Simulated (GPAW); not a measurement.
**Core-hole calculation of the C K edge in C (Diamond, Fd-3m)**

What does one-electron theory with a core hole give for the C K edge of C (Diamond, Fd-3m)?

Calculated with GPAW 26.7.0; X-ray absorption from dipole matrix elements to empty bands, plane-wave PAW LDA.

## Step 1: Set-up

Symmetry: Fd-3m, No. 227, cubic system. The conventional cell has a = 3.567 Å, b = 3.567 Å, c = 3.567 Å, α = 90.00°, β = 90.00°, γ = 90.00°. C has 4 C at 1.54 Å nearest.

## Step 2: The field without a hole

The ground state comes first: it tells whether the system has a gap, which decides how the excited electron is treated.

Input file scf.py:

```python
import numpy as np
from ase import Atoms
from ase.parallel import parprint, paropen
from gpaw import GPAW, PW, FermiDirac, Mixer, MixerDif, setup_paths
from gpaw.test import gen
setup_paths.insert(0, '.')
gen('C', name='nch1s', xcname='LDA', corehole=(1, 0, 0), write_xml=True)
from gpaw.mpi import world
world.barrier()

atoms = Atoms('C2',
    cell=[[0, 1.78337, 1.78337],
     [1.78337, 0, 1.78337],
     [1.78337, 1.78337, 0]],
    scaled_positions=[[0.75, 0.75, 0.75],
     [0.5, 0.5, 0.5]],
    pbc=True)
atoms.calc = calc = GPAW(legacy_gpaw=True, mode=PW(430), xc='LDA', setups={0: 'nch1s'},
    kpts={'size': (12, 12, 12), 'gamma': True}, occupations=FermiDirac(0.05),
    charge=0, mixer=Mixer(0.1, 5, 50), maxiter=150,
    convergence={'density': 0.0001}, txt='scf.txt')
energy = atoms.get_potential_energy() + calc.get_reference_energy()
ef = calc.get_fermi_level()
out = dict(energy=energy, fermi=ef, forces=atoms.get_forces().tolist())
parprint(f'all-electron energy {energy:.4f} eV, Fermi level {ef:.4f} eV')
ev = np.array([[calc.get_eigenvalues(k, s) for k in range(len(calc.get_ibz_k_points()))] for s in range(calc.get_number_of_spins())])
out['homo'], out['lumo'], out['counts'] = ev[ev < ef].max(), ev[ev > ef].min(), sorted(set((ev < ef).sum((0, 2)).tolist()))
out['filled'] = (ev[:, 0] < ef).sum(1).tolist()
import json
with paropen('out.json', 'w') as f:
    json.dump(out, f)
```

Run with:

```bash
> OMP_NUM_THREADS=1 mpirun -n 4 gpaw python scf.py
```

Numbers of over 12 decimals in the logs are rounded to 6 here.

Output:

```text
Input parameters:
  convergence: {density: 0.0001}
  kpts: {gamma: True,
         size: (12, 12, 12)}
  maxiter: 150
  mixer: {backend: pulay,
          beta: 0.1,
          method: separate,
          nmaxold: 5,
          weight: 50}
  mode: {ecut: 430.0,
         name: pw}
  occupations: {fixmagmom: False,
                name: fermi-dirac,
                width: 0.05}
  setups: {0: nch1s}

Initialize ...

[... PAW data sets ...]

Reference energy: -2037.605085  # eV

Spin-paired calculation

[... convergence settings ...]
Symmetries present (total): 24
  [... symmetry matrices ...]

1728 k-points: 12 x 12 x 12 Monkhorst-Pack grid + [1/24,1/24,1/24]
72 k-points in the irreducible part of the Brillouin zone
       k-points in crystal coordinates                weights
   0:    -0.00000000   -0.00000000   -0.00000000          1/1728
   1:     0.08333333    0.08333333   -0.00000000          6/1728
   2:     0.08333333    0.08333333    0.08333333          8/1728
   3:     0.16666667    0.08333333    0.08333333         12/1728
   4:     0.16666667    0.16666667   -0.00000000          6/1728
   5:     0.16666667    0.16666667    0.08333333         24/1728
   6:     0.16666667    0.16666667    0.16666667          8/1728
   7:     0.25000000    0.16666667    0.08333333         24/1728
   8:     0.25000000    0.16666667    0.16666667         24/1728
   9:     0.25000000    0.25000000   -0.00000000          6/1728
          ...
  71:     0.50000000    0.50000000    0.50000000          4/1728

Wave functions: Plane wave expansion
  Cutoff energy: 430.000 eV
  Number of coefficients (min, max): 218, 259
  Pulay-stress correction: 0.000000 eV/Ang^3 (de/decut=0.000000)
  Using FFTW library
  Wavefunction extrapolation:
    Improved wavefunction reuse through dual PAW basis

Occupation numbers: Fermi-Dirac:
  width: 0.0500  # eV

Eigensolver
   Davidson(niter=2)

Densities:
  Coarse grid: 14*14*14 grid
  Fine grid: 28*28*28 grid
  Total Charge: 0.000000

Density mixing:
  Method: separate
  Backend: pulay
  Linear mixing parameter: 0.1
  old densities: 5
  Width of damping distribution: 1.1
  Damping of long wavelength oscillations: 50

[... Hamiltonian set-up ...]
Number of atoms: 2
Number of atomic orbitals: 8
Number of bands in calculation: 8
Number of valence electrons: 8
Bands to converge: occupied

... initialized

Initializing position-dependent things.

Density initialized from atomic densities
Creating initial wave functions:
  8 bands from LCAO basis set

          C
       C

Atomic positions and initial magnetic moments

Positions:
   0 C      2.675055    2.675055    2.675055    ( 0.0000,  0.0000,  0.0000)
   1 C      1.783370    1.783370    1.783370    ( 0.0000,  0.0000,  0.0000)

Unit cell:
           periodic     x           y           z      points  spacing
  1. axis:    yes    0.000000    1.783370    1.783370    14     0.1471
  2. axis:    yes    1.783370    0.000000    1.783370    14     0.1471
  3. axis:    yes    1.783370    1.783370    0.000000    14     0.1471

  Lengths:   2.522066   2.522066   2.522066
  Angles:   60.000000  60.000000  60.000000

Effective grid spacing dv^(1/3) = 0.1605

iter:   1   -20.792300
iter:   2   -20.632482   -2.49  -0.83
iter:   3   -20.193675   -1.11  -0.88
iter:   4   -20.157799   -3.03  -1.48
iter:   5   -20.157215   -2.85  -1.77
iter:   6   -20.154357c  -3.52  -2.04
iter:   7   -20.154236c  -5.48  -2.67
iter:   8   -20.154225c  -5.95  -3.31
iter:   9   -20.154225c  -8.18c -4.95c

Converged after 9 iterations.

Dipole moment: (2.122775, 2.122775, 2.122775) |e|*Ang

Energy contributions relative to reference atoms: (reference = -2037.605085)

Kinetic:        +15.995469
Potential:      -14.911604
External:        +0.000000
XC:             -21.246848
Entropy (-ST):   -0.000000
Local:           +0.008759
SIC:             +0.000000
--------------------------
Free energy:    -20.154225
Extrapolated:   -20.154225

Showing only first 2 kpts
 Kpt  Band  Eigenvalues  Occupancy
  0     2     11.80014    2.00000
  0     3     11.80014    2.00000
  0     4     17.35711    0.00000
  0     5     17.35711    0.00000

  1     2     10.90360    2.00000
  1     3     11.23513    2.00000
  1     4     17.17510    0.00000
  1     5     18.48673    0.00000

Fermi level: 12.98234

Gap: 4.135 eV
Transition (v -> c):
  (s=0, k=0, n=3, [-0.00, -0.00, -0.00]) -> (s=0, k=18, n=4, [0.33, 0.33, -0.00])
Direct/indirect transitions are different
Direct gap: 5.557 eV
Transition at: (s=0, k=0, n=3, [-0.00, -0.00, -0.00])

Forces in eV/Ang:
  0 C    -0.00000   -0.00000    0.00000
  1 C    -0.00000    0.00000    0.00000
Scalar-relativistic atomic LDA calculation for C (Carbon, Z=6)
Core hole in 1s state (1s occupation: 2.0)
300 radial gridpoints.
|------------------------------------------------|
|------------------------------------------------|
[... the atom generator's iteration count ...]

Energy contributions:
-------------------------
Kinetic:      +37.233774
XC:            -4.729621
Potential:    -69.944456
-------------------------
Total:        -37.440303

state      eigenvalue         ekin         rmax
-----------------------------------------------
1s^2.0 :    -9.951671    15.733548        0.175
2s^2.0 :    -0.501207     1.649369        1.216
2p^2.0 :    -0.198967     1.233970        1.191
-----------------------------------------------
(units: Bohr and Hartree)

Generating PAW setup
Kinetic energy of the core from tauc = 31.481335
Cutoffs:
rc(s)=1.200
rc(p)=1.200
rc(d)=1.200
rc(vbar)=1.080
rc(comp)=1.200
rc(nct)=1.200

Kinetic energy of the core states: 31.467096
Charge: 0.0
Core electrons: 2.0
Valence electrons: 4.0
Pseudo-core charge: 0.032813
Shape function alpha=6.944
Pseudo-electron charge 4.032078
state    eigenvalue         norm
--------------------------------
2s(2) :    -0.501207     1.045313
*s    :     0.498793
2p(2) :    -0.198967     0.954320
*p    :     0.801033
*d    :     0.000000
--------------------------------

Diagonalizing with gridspacing h=0.050

state   all-electron     PAW
-------------------------------
2s:      -0.501207    -0.501829
2p:      -0.198967    -0.199729
*d:                    0.045938
*f:                    0.074849
-------------------------------
all-electron energy -2057.7593 eV, Fermi level 12.9823 eV
```

Elapsed: 5.2 s, on 4 MPI ranks of Intel Xeon Platinum 8559C (Emerald Rapids), shared host; peak memory 0.16 GiB.

The mesh shows a gap of 4.13 eV, so the hole is first treated in a charged cell, without the excited electron.

## Step 3: Spectrum without a core hole, C atom 1

Without a hole the spectrum is the empty density of states of the right symmetry on the absorber, weighted by matrix elements. It needs only the small cell and serves as the baseline. The data set with a hole of occupation 0 only carries the core orbital.

The absorber has 4 C at 1.54 Å (tetrahedral, site symmetry -43m).

Input file xas.py:

```python
import numpy as np
from ase import Atoms
from ase.parallel import parprint, paropen
from gpaw import GPAW, PW, FermiDirac, Mixer, MixerDif, setup_paths
from gpaw.test import gen
setup_paths.insert(0, '.')
gen('C', name='nch1s', xcname='LDA', corehole=(1, 0, 0), write_xml=True)
from gpaw.mpi import world
world.barrier()

atoms = Atoms('C2',
    cell=[[0, 1.78337, 1.78337],
     [1.78337, 0, 1.78337],
     [1.78337, 1.78337, 0]],
    scaled_positions=[[0.75, 0.75, 0.75],
     [0.5, 0.5, 0.5]],
    pbc=True)
atoms.calc = calc = GPAW(legacy_gpaw=True, mode=PW(430), xc='LDA', setups={0: 'nch1s'},
    kpts={'size': (12, 12, 12), 'gamma': True}, occupations=FermiDirac(0.02),
    charge=0, mixer=Mixer(0.1, 5, 50), maxiter=150,
    convergence={'density': 0.0001}, txt='scf.txt')
energy = atoms.get_potential_energy() + calc.get_reference_energy()
ef = calc.get_fermi_level()
out = dict(energy=energy, fermi=ef, forces=atoms.get_forces().tolist())
parprint(f'all-electron energy {energy:.4f} eV, Fermi level {ef:.4f} eV')
ev = np.array([[calc.get_eigenvalues(k, s) for k in range(len(calc.get_ibz_k_points()))] for s in range(calc.get_number_of_spins())])
out['homo'], out['lumo'], out['counts'] = ev[ev < ef].max(), ev[ev > ef].min(), sorted(set((ev < ef).sum((0, 2)).tolist()))
out['filled'] = (ev[:, 0] < ef).sum(1).tolist()

from ase.units import Ha
from gpaw.xas import dipole_matrix_elements
nb = int(calc.get_number_of_electrons() / 2) + 10
top = nb
nscf = calc.fixed_density(kpts={'size': (11, 11, 11), 'gamma': True},
    convergence={'eigenstates': 1.0}, txt='nscf.txt')
nscf.diagonalize_full_hamiltonian(nbands=nb)
cell = atoms.cell.array
ops = [cell.T @ U.T @ np.linalg.inv(cell.T) for U in nscf.wfs.kd.symmetry.op_scc]
filled = [4]  # bands filled in the ground state, by spin
E = np.arange(-25, 34, 0.1)
fwhm = np.interp(E, [4, 25], [0.9, 3.5])
Y, X, zero, highest = 0, 0, 1e9, 1e9
for spin in range(nscf.get_number_of_spins()):
    wfs = nscf.wfs
    A = dipole_matrix_elements(wfs.setups[0])
    eps = np.zeros((wfs.kd.nibzkpts, nb))
    d = np.zeros((3, A.shape[1], wfs.kd.nibzkpts, nb), complex)
    for kpt in wfs.kpt_u:
        if kpt.s == spin and 0 in kpt.P_ani:
            eps[kpt.k] = kpt.eps_n * Ha
            d[:, :, kpt.k] = (kpt.weight * wfs.nspins / 2) ** 0.5 * np.inner(A, kpt.P_ani[0])
    world.sum(eps)
    world.sum(d)
    T = np.einsum('amkn,bmkn->abkn', d, d.conj()).real
    T = sum(np.einsum('ai,ijkn,bj->abkn', R, T, R) for R in ops) / len(ops)
    empty = np.ones_like(eps, bool) & (np.arange(nb) >= filled[spin])
    zero, highest = min(zero, eps[empty].min()), min(highest, eps[:, top - 1].min())
    lines = [(eps, T, empty)] if spin == 0 else lines + [(eps, T, empty)]
for eps, T, empty in lines:
    f = np.einsum('aakn->akn', T).reshape(3, -1)
    x = eps.ravel() - zero
    w = np.interp(x, E, fwhm) / 2.35482
    g = np.exp(-0.5 * ((E[:, None] - x) / w) ** 2) / (w * (2 * np.pi) ** 0.5)
    Y = Y + (f * empty.ravel()) @ g.T
    X = X + (f * ~empty.ravel()) @ g.T
out.update(E=E.round(2).tolist(), xas=Y.tolist(), xes=X.tolist(), zero=zero, valid=highest - zero, nk=len(eps), nb=nb)
for i in range(0, len(E), 10):
    parprint(f'{E[i]:7.2f}', *(f'{v:10.3e}' for v in Y[:, i]))
import json
with paropen('out.json', 'w') as f:
    json.dump(out, f)
```

Run with:

```bash
> OMP_NUM_THREADS=1 mpirun -n 4 gpaw python xas.py
```

Output:

```text
Input parameters:
  convergence: {density: 0.0001}
  kpts: {gamma: True,
         size: (12, 12, 12)}
  maxiter: 150
  mixer: {backend: pulay,
          beta: 0.1,
          method: separate,
          nmaxold: 5,
          weight: 50}
  mode: {ecut: 430.0,
         name: pw}
  occupations: {fixmagmom: False,
                name: fermi-dirac,
                width: 0.02}
  setups: {0: nch1s}

Initialize ...

[...]
*p    :     0.801033
*d    :     0.000000
--------------------------------

Diagonalizing with gridspacing h=0.050

state   all-electron     PAW
-------------------------------
2s:      -0.501207    -0.501829
2p:      -0.198967    -0.199729
*d:                    0.045938
*f:                    0.074849
-------------------------------
all-electron energy -2057.7593 eV, Fermi level 12.8323 eV
[...]
32.00  5.000e-05  5.000e-05  5.000e-05
  33.00  6.201e-05  6.201e-05  6.201e-05
[key lines of the parts left out:]
Converged after 9 iterations.
Dipole moment: (2.122775, 2.122775, 2.122775) |e|*Ang
Free energy:    -20.154225
Fermi level: 12.83234
```

The job ended after 6.1 s (4 MPI ranks; peak memory 0.17 GiB; 23 s of CPU time).

The C K spectrum, C atom 1, no core hole (energy from the lowest empty level; intensity scaled to a mean of 1 over the first 20 eV):

```csv
E (eV),intensity
-2.00,0.00
-1.25,0.00
-0.50,0.01
0.25,0.07
1.00,0.26
1.75,0.50
2.50,0.75
3.25,0.91
4.00,1.49
4.75,1.51
5.50,1.24
6.25,1.01
7.00,1.24
7.75,1.12
8.50,1.26
9.25,1.66
10.00,1.72
10.75,1.56
11.50,1.09
12.25,0.53
13.00,0.29
13.75,0.34
14.50,0.51
15.25,0.75
16.00,1.00
16.75,1.19
17.50,1.28
18.25,1.28
19.00,1.19
19.75,1.00
20.50,0.78
```

Main maxima below 20 eV (height): 4.2 eV (1.54), 4.9 eV (1.53), 7.1 eV (1.24), 9.7 eV (1.73) and 17.9 eV (1.29). A K edge sees empty p states; a tetrahedral site has σ* states alone, so there is no π* peak.

The same matrix elements for filled bands give the C K emission of C atom 1 (ground-state approximation; energy from the lowest empty level, largest value 1):

```csv
E (eV),emission
-24.00,0.01
-23.25,0.02
-22.50,0.03
-21.75,0.04
-21.00,0.05
-20.25,0.06
-19.50,0.08
-18.75,0.07
-18.00,0.08
-17.25,0.10
-16.50,0.17
-15.75,0.22
-15.00,0.29
-14.25,0.21
-13.50,0.25
-12.75,0.42
-12.00,0.48
-11.25,0.57
-10.50,0.82
-9.75,0.82
-9.00,1.00
-8.25,0.83
-7.50,0.92
-6.75,0.71
-6.00,0.45
-5.25,0.29
-4.50,0.13
-3.75,0.02
-3.00,0.00
-2.25,0.00
-1.50,0.00
-0.75,0.00
0.00,0.00
0.75,0.00
1.50,0.00
2.25,0.00
3.00,0.00
```

Emission maxima: -15.2 eV (0.31), -9.0 eV (1.00) and -7.6 eV (0.92).

## Step 4: Reference energy of the supercell

The photon energy needs a difference of total energies, so the cell and mesh of the coming hole run are first run without a hole.

scf.py, as its differences from that of step 2:

```diff
@@ -10,11 +10,41 @@
 
-atoms = Atoms('C2',
-    cell=[[0, 1.78337, 1.78337],
-     [1.78337, 0, 1.78337],
-     [1.78337, 1.78337, 0]],
-    scaled_positions=[[0.75, 0.75, 0.75],
-     [0.5, 0.5, 0.5]],
+atoms = Atoms('C32',
+    cell=[[3.56674, 3.56674, 3.56674],
+     [3.56674, -3.56674, 3.56674],
+     [3.56674, -3.56674, -3.56674]],
+    scaled_positions=[[0.75, 0, 0],
+     [0, 0.25, 0],
+     [0.75, 0.25, 0.25],
+     [0.5, 0, 0.25],
+     [0.25, 0.5, 0],
+     [0.25, 0, 0.5],
+     [0, 0.5, 0.25],
+     [0.5, 0.75, 0],
+     [0, 0, 0.75],
+     [0.75, 0.5, 0.5],
+     [0.5, 0.25, 0.5],
+     [0.25, 0.75, 0.25],
+     [0.25, 0.25, 0.75],
+     [0, 0.75, 0.5],
+     [0.75, 0.75, 0.75],
+     [0.5, 0.5, 0.75],
+     [0.5, 0, 0],
+     [0.75, 0.25, 0],
+     [0.5, 0.25, 0.25],
+     [0.25, 0, 0.25],
+     [0, 0.5, 0],
+     [0, 0, 0.5],
+     [0.75, 0.5, 0.25],
+     [0.25, 0.75, 0],
+     [0.75, 0, 0.75],
+     [0.5, 0.5, 0.5],
+     [0.25, 0.25, 0.5],
+     [0, 0.75, 0.25],
+     [0, 0.25, 0.75],
+     [0.75, 0.75, 0.5],
+     [0.5, 0.75, 0.75],
+     [0.25, 0.5, 0.75]],
     pbc=True)
 atoms.calc = calc = GPAW(legacy_gpaw=True, mode=PW(430), xc='LDA', setups={0: 'nch1s'},
-    kpts={'size': (12, 12, 12), 'gamma': True}, occupations=FermiDirac(0.05),
+    kpts={'size': (4, 4, 4), 'gamma': True}, occupations=FermiDirac(0.02),
     charge=0, mixer=Mixer(0.1, 5, 50), maxiter=150,
```

Run with:

```bash
> OMP_NUM_THREADS=1 mpirun -n 4 gpaw python scf.py
```

Output:

```text
Input parameters:
  convergence: {density: 0.0001}
  kpts: {gamma: True,
         size: (4, 4, 4)}
  maxiter: 150
  mixer: {backend: pulay,
          beta: 0.1,
          method: separate,
          nmaxold: 5,
          weight: 50}
  mode: {ecut: 430.0,
         name: pw}
  occupations: {fixmagmom: False,
                name: fermi-dirac,
                width: 0.02}
  setups: {0: nch1s}

Initialize ...

[...]
2s(2) :    -0.501207     1.045313
*s    :     0.498793
2p(2) :    -0.198967     0.954320
*p    :     0.801033
*d    :     0.000000
--------------------------------

Diagonalizing with gridspacing h=0.050

state   all-electron     PAW
-------------------------------
2s:      -0.501207    -0.501829
2p:      -0.198967    -0.199729
*d:                    0.045938
*f:                    0.074849
-------------------------------
all-electron energy -32924.1302 eV, Fermi level 12.8444 eV
[key lines of the parts left out:]
Converged after 12 iterations.
Dipole moment: (-0.000003, -0.000003, -0.000003) |e|*Ang
Free energy:   -322.449009
Fermi level: 12.84442
```

Run time: 45 s. Hardware: 4 MPI ranks; peak memory 0.36 GiB.

Reference energy: -32924.130 eV with the cores included.

(Continued in part 2 of 2.)

[Banner, clock and machine lines of the logs are left out without a mark of their own.]

[Logs are printed without paths, hosts, clocks, repeated set-up lines and the standing remarks that a program may print on its own settings, such as how far it seeks lower states.]

[Hosts, paths, dates, database ids (printed as entryN), source tags and the programs' standing remarks are cut or masked in the printed files.]

[Lists of maxima count a maximum above −3 eV only where it reaches 4 % of the highest in the window and stands out from its surroundings by 2 % of it (1.5 % where it reaches 55 %); shoulders and weaker maxima are passed over, and of the rest the first, up to two pre-edge ones and the few strongest are named.]
